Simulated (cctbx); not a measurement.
**Reading a Patterson map**

Space group P4/mbm (no. 127), a = 7.4370 Å, b = 7.4370 Å, c = 3.5740 Å, α = 90.00°, β = 90.00°, γ = 90.00°, content Dy4 Pd4 Al2.

Simulated single-crystal data (cctbx): Mo Kα, λ = 0.71073 Å, to d = 0.65 Å, 80 % of the full sphere, strongest reflection 40000 counts, noise from counting, a 2 % proportional error and a noise floor of 8 counts (s.d.); no absorption.

Patterson synthesis, origin scaled to 1000:

```text
Patterson group P 4/m m m
      u       v       w   height  length (A)
  0.000   0.000   0.000   1000.0     0.00
  0.170   0.500   0.000    369.5     3.93
  0.500   0.500   0.500    254.4     5.55
  0.000   0.294   0.500    231.7     2.82
  0.206   0.206   0.500    207.0     2.81
  0.333   0.333   0.000    178.6     3.50
  0.168   0.331   0.500     52.1     3.29
  0.252   0.252   0.000     49.2     2.65
  0.131   0.379   0.000     28.5     2.99
  0.000   0.000   0.279     17.6     1.00
  0.000   0.124   0.000     14.7     0.92
  0.053   0.053   0.196     13.3     0.90
  0.087   0.087   0.000     13.3     0.92
  0.000   0.083   0.188     11.1     0.91
```

**Question.** Which atom pairs make the peaks, and where is the heaviest atom?

A peak at u stands for all pairs with xi − xj = u, with weight Σ ZiZj against Σ Z² = 26226 at the origin. Peak heights follow these weights only roughly, since form factors, motion and series ripples differ, all vectors within 0.55 Å of a peak are counted as merged into it though the farther ones add only part of their weight, and F(000) is left out, which lowers the whole map:

| u | v | w | shortest length (Å) | height | 1000 ΣZiZj/ΣZ² | pairs in the cell |
| --- | --- | --- | --- | --- | --- | --- |
| 0.170 | 0.500 | 0.000 | 3.93 | 370 | 332 | 2 × Dy–Dy |
| 0.500 | 0.500 | 0.500 | 5.55 | 254 | 926 | 8 × Dy–Pd |
| 0.000 | 0.294 | 0.500 | 2.82 | 232 | 463 | 4 × Dy–Pd |
| 0.206 | 0.206 | 0.500 | 2.81 | 207 | 232 | 2 × Dy–Pd |
| 0.333 | 0.333 | 0.000 | 3.50 | 179 | 166 | 1 × Dy–Dy |
| 0.168 | 0.331 | 0.500 | 3.29 | 52 | 65 | 2 × Dy–Al |
| 0.252 | 0.252 | 0.000 | 2.65 | 49 | 81 | 1 × Pd–Pd |

The table stops at ten peaks or at a height of 45, below which ripples compete. In the model behind the data Dy, the heaviest element, has 1 independent site: (0.6666, 0.1666, 1/2), up to an allowed shift of origin; the Dy–Dy vectors are differences of these positions and their symmetry mates. The whole model:

| atom | mult. | x | y | z | Ueq (Å²) |
| --- | --- | --- | --- | --- | --- |
| Dy1 | 4 | 0.6666 | 0.1666 | 1/2 | 0.0076 |
| Pd1 | 4 | 0.6279 | 0.8721 | 0 | 0.0107 |
| Al1 | 2 | 1/2 | 1/2 | 0 | 0.0144 |

This is a model crystal, built by substitution and not relaxed, with assumed displacement parameters.

[Logs are printed without paths, hosts, clocks, repeated set-up lines and the standing remarks that a program may print on its own settings, such as how far it seeks lower states.]
